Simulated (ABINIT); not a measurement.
Computed results, one entry a study.

```xyz
5
Lattice="6.286 0.000 0.000 0.000 6.286 0.000 0.000 0.000 6.286" Properties=species:S:1:pos:R:3 pbc="T T T" subject="Beyond one shot: CsSnI3 (Pm-3m)" method="RPA screening on PBE from quasiparticle energies and orbitals, plane waves, norm-conserving pseudopotentials (and 4 further levels or steps)" program="ABINIT 10.8.3" settings="cutoff 38 Ha, PseudoDojo scalar-relativistic 0.4 stringent, norm-conserving, potential set dojo-sr-pbe-0.4-stringent, ngkpt (2, 2, 2), nband 195, ecuteps 3.2 Ha, gwcalctyp 27, nfreqre 1, inclvkb 2, shiftk (0, 0, 0), symchi 1, awtr 1, frequency static, cycle 7, q points all but q = 0, 2×2×2 k-mesh" notes="The program’s warnings: nproc spkpt=  >= nkpt= * nsppol=. The cell and positions are those that the Materials Project relaxed with its own functionals (PBE, PBE+U or r2SCAN), kept fixed. Limits: no spin-orbit coupling. The 2×2×2 mesh is coarse for this cell, which bears on the long-range parts of exchange and screening. For the PBE start: The RPA ε∞ on this mesh reaches over 25; with a narrow direct gap a coarse mesh can overstate it, and the correction is then too small. For the PBE start: On this mesh the RPA ε∞ passes 90, more than nearly any semiconductor shows; a coarse mesh does this where one point with a narrow direct gap carries much weight. The screening is then too strong, and the G0W0 gap should not be taken as the material’s." g0w0="0.881 eV" self_consistent_cohsex_cycle_1="1.246 eV" self_consistent_cohsex_cycle_2="1.502 eV" self_consistent_cohsex_cycle_3="1.548 eV" self_consistent_cohsex_cycle_4="1.528 eV" self_consistent_cohsex_cycle_5="1.500 eV" self_consistent_cohsex_cycle_6="1.479 eV" self_consistent_cohsex_cycle_7="1.468 eV" known_limits="short of the basis limit; mesh may overstate the screening; screening runs away on this mesh; no spin-orbit coupling; coarse k mesh"
Cs    3.143    3.143    3.143
Sn    0.000    0.000    0.000
I     3.143    0.000    0.000
I     0.000    0.000    3.143
I     0.000    3.143    0.000
```

[Long decimals in the printed logs are rounded to 6 places.]

[Logs are printed without paths, hosts, clocks, repeated set-up lines and the standing remarks that a program may print on its own settings, such as how far it seeks lower states.]

[Paths, hosts, dates, memory and timing lines, banners, echoed tables and standing remarks are left out of the program output; an Ansatz launch command may be rebuilt from the run's recorded settings. Measured values are a selection of at most five: reports struck by readers or far from the other reports are left out. None is set beside runs whose start may be inverted or whose files or cutoffs have a known fault.]

[Runs of the session that timed out or met a known fault of the program may be left out.]

[Hosts, paths, dates, database ids (printed as entryN), source tags and the programs' standing remarks are cut or masked in the printed files.]

[G0W0 gaps are taken among the corrected bands and points alone; a level outside them can change the order at an edge.]

[Where Ansatz stands beside ABINIT at settings called matched, ABINIT's density can come from a denser mesh and the files from another edition; pairs whose starting gaps differed by over 0.03 eV were left out, so agreement reads better than it is.]
